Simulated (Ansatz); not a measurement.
# Free carriers and the phonons of SnSe2 (P-3m1), part 2 of 2

Aim: how far do free carriers move the optical modes of SnSe2 (P-3m1)?

Ansatz 0.2.0; DFT PBE+D3(BJ), scalar-relativistic, plane waves, PAW; PAW set soft_1.

So far, highest optical mode at the zone centre (no LO-TO term) (cm⁻¹): step 7 (zone-centre modes of the member: no carriers) 240.

**8. A member of the series: 15 × 10²⁰ holes per cm³ (continued)**

The steps of the relaxation:

| step | energy less that of the first step (eV) | largest force component (eV/Å) |
| --- | --- | --- |
| 1 | 0.0000 | 0.0499 |
| 2 | 0.0008 | 0.0952 |
| 3 | -0.0003 | 0.0008 |
| 4 | -0.0003 | 0.0008 |

Relaxation step 2 was tried and not accepted.

Forces are held to the 12 operations that the run works with; a distortion that breaks them can't arise in this run.

The relaxed structure:

```
Se Sn
1.0
     3.83963    0.00000    0.00000
    -1.91982    3.32522    0.00000
     0.00000    0.00000    6.00896
Se Sn
2 1
Direct
  0.33333 0.66667 0.26615
  0.66667 0.33333 0.73385
  0.00000 0.00000 0.00000
```

The largest force component left is 0.80 meV/Å.

**9. Modes of this member: 15 × 10²⁰ holes per cm³**

The zone-centre modes follow for 15 × 10²⁰ holes per cm³.

input.yaml reads:

```yaml
crystal:
  lattice:
    - [3.8396305551, 0.0, 0.0]
    - [-1.9198152775, 3.3252176019, 0.0]
    - [0.0, 0.0, 6.0089591603]
  atoms:
    - { symbol: Se, position: [0.3333333333, 0.6666666667, 0.2661484145] }
    - { symbol: Se, position: [0.6666666667, 0.3333333333, 0.7338515855] }
    - { symbol: Sn, position: [0.0, 0.0, 0.0] }
total_charge: 0.11508
kpoints:
  mp_grid: { grid: [26, 26, 12] }
hamiltonian:
  xc: pbe
  dispersion: d3bj
  pseudopotentials: { kind: paw, azcp: { folder: soft_1 } }
scf:
  occupations: { method: fermi_dirac, width: 0.03 }
output:
  eigenvalues: true
phonons:
  method: dfpt
```

The run is started by

```bash
> ansatz run input.yaml --threads 4 --pin off --max-ram 16384MiB --backend cpu --events-out ev --progress --plain --runs-dir out
```

Elapsed: 8.7 min, on 4 threads of Arm Neoverse V2, shared host; peak memory 11 GiB.

Numbers from this step:

* sum-rule residual before enforcement: 8.85e-5 eV/Å²
* highest optical mode at the zone centre (no LO-TO term): 231.7 cm⁻¹
* lowest optical zone-centre mode: 118.0 cm⁻¹

Without the LO-TO term. Patterns of degenerate modes are one choice out of their space. The modes at Γ (shares of kinetic energy by element, %):

| mode | frequency (cm⁻¹) | symmetry | Se % | Sn % |
| --- | --- | --- | --- | --- |
| 1 | 0.0 | acoustic | 57 | 43 |
| 2 | 0.0 | acoustic | 57 | 43 |
| 3 | 0.0 | acoustic | 57 | 43 |
| 4 | 118.0 | Eg | 100 | 0 |
| 5 | 118.0 | Eg | 100 | 0 |
| 6 | 141.4 | Eu | 43 | 57 |
| 7 | 141.4 | Eu | 43 | 57 |
| 8 | 175.0 | A1g | 100 | 0 |
| 9 | 231.7 | A2u | 43 | 57 |

Without the LO-TO term the lowest optical mode is real, 118 cm⁻¹, and the highest lies at 231.7 cm⁻¹.

Between step 7 and this run (carriers -15 × 10²⁰ cm⁻³) the value for the highest optical mode at the zone centre (no LO-TO term) moves from 240 cm⁻¹ to 232 cm⁻¹ (-3 %).

**10. A check on a coarser mesh: 2 × 10²⁰ holes per cm³**

To see what the mesh is worth, the run for 2 × 10²⁰ holes per cm³ is repeated on 21×21×10 points.

input.yaml, the sections that differ from step 9:

```yaml
crystal:
  lattice:
    - [3.8396305551, 0.0, 0.0]
    - [-1.9198152775, 3.3252176019, 0.0]
    - [0.0, 0.0, 6.0089591603]
  atoms:
    - { symbol: Se, position: [0.3333333333, 0.6666666667, 0.2653299084] }
    - { symbol: Se, position: [0.6666666667, 0.3333333333, 0.7346700916] }
    - { symbol: Sn, position: [0.0, 0.0, 0.0] }
total_charge: 0.015344
kpoints:
  mp_grid: { grid: [21, 21, 10] }
# hamiltonian, scf, output, phonons: as in step 9
```

It took 4.5 min on 4 threads; peak memory 7.1 GiB; 17 min of CPU time.

Numbers from this step:

```
sum-rule residual before enforcement                    : 6.59e-5 eV/Å²
highest optical mode at the zone centre (no LO-TO term) : 239.1 cm⁻¹
lowest optical zone-centre mode                         : 122.9 cm⁻¹
```

The highest mode comes at 239.1 cm⁻¹, against 239.1 cm⁻¹ on 26×26×12 points.

**11. A check on a coarser mesh: 10 × 10²⁰ holes per cm³**

To see what the mesh is worth, the run for 10 × 10²⁰ holes per cm³ is repeated on 21×21×10 points.

input.yaml, the sections that differ from step 10:

```yaml
crystal:
  lattice:
    - [3.8396305551, 0.0, 0.0]
    - [-1.9198152775, 3.3252176019, 0.0]
    - [0.0, 0.0, 6.0089591603]
  atoms:
    - { symbol: Se, position: [0.3333333333, 0.6666666667, 0.265784202] }
    - { symbol: Se, position: [0.6666666667, 0.3333333333, 0.734215798] }
    - { symbol: Sn, position: [0.0, 0.0, 0.0] }
total_charge: 0.07672
# kpoints, hamiltonian, scf, output, phonons: as in step 10
```

Elapsed: 4.2 min, on 4 threads; peak memory 7.1 GiB; 16 min of CPU time.

This step gave:

- sum-rule residual before enforcement: 1.17e-4 eV/Å²
- highest optical mode at the zone centre (no LO-TO term): 235.3 cm⁻¹
- lowest optical zone-centre mode: 120.1 cm⁻¹

The highest mode comes at 235.3 cm⁻¹, against 235.3 cm⁻¹ on 26×26×12 points.

**12. All members side by side**

The members are set side by side, also those not shown above.

Electrons count positive and holes negative; without the LO-TO term; modes are tracked from the neutral crystal by their patterns, and those within 0.3 cm⁻¹ of each other stand once; the cell of the neutral crystal is kept and the atoms are relaxed where symmetry leaves them free; all runs use 26×26×12 k points and Fermi-Dirac smearing of 0.03 eV. Optical modes along the series:

| carriers (10²⁰ cm⁻³) | mode 4 Eg (cm⁻¹) | mode 6 Eu (cm⁻¹) | mode 8 A1g (cm⁻¹) | mode 9 A2u (cm⁻¹) |
| --- | --- | --- | --- | --- |
| -15 | 118 | 141.4 | 175 | 231.7 |
| -10 | 120.1 | 141.8 | 176.9 | 235.3 |
| -6 | 121.7 | 142 | 178.5 | 237.5 |
| -4 | 122.3 | 142.1 | 179.2 | 238.3 |
| -2 | 122.9 | 142.1 | 180 | 239.1 |
| -1 | 123.2 | 142.1 | 180.4 | 239.5 |
| 0 | 123.4 | 142.1 | 180.8 | 239.8 |

**13. Results**

| Item | Value |
| --- | --- |
| members | 7 |
| mode that changes most, in cm⁻¹ | mode 9 A2u |
| its frequency without carriers | 239.83 cm⁻¹ |
| its frequency at -15 × 10²⁰ cm⁻³ | 231.71 cm⁻¹ |

In words: At 15 × 10²⁰ holes per cm³ the largest change in cm⁻¹ is that of mode 9 A2u, -8.12 cm⁻¹ from 239.83 cm⁻¹. At 2 and 10 × 10²⁰ cm⁻³ the coarser mesh moves the optical modes by up to 0.04 cm⁻¹, a measure of the error left by the mesh there. The response is adiabatic: the carriers follow the ions at once. Where they cannot, as for a zone-centre mode faster than their scattering, measured shifts differ, and line shapes are not given here. The background stands for dopants without their size, scattering or local bonds, and the cell is that of the neutral crystal, although carriers also change the volume at rest, which would shift the modes as well. In a polar crystal the carriers also screen the field of the longitudinal modes, often the largest effect; only modes without that field are treated here. These are harmonic frequencies of a static lattice, with warm electrons: anharmonic shifts, linewidths and thermal expansion are left out. Spin-orbit coupling is left out, which can matter for the heavy elements here. In the phonons the program holds the C6 weights of the dispersion term fixed, leaving out their change with coordination. Only the zone centre was solved, so an instability at another wavevector cannot show here.

[Logs are printed without paths, hosts, clocks, repeated set-up lines and the standing remarks that a program may print on its own settings, such as how far it seeks lower states.]

[Hosts, paths, dates, database ids (printed as entryN), source tags and the programs' standing remarks are cut or masked in the printed files.]
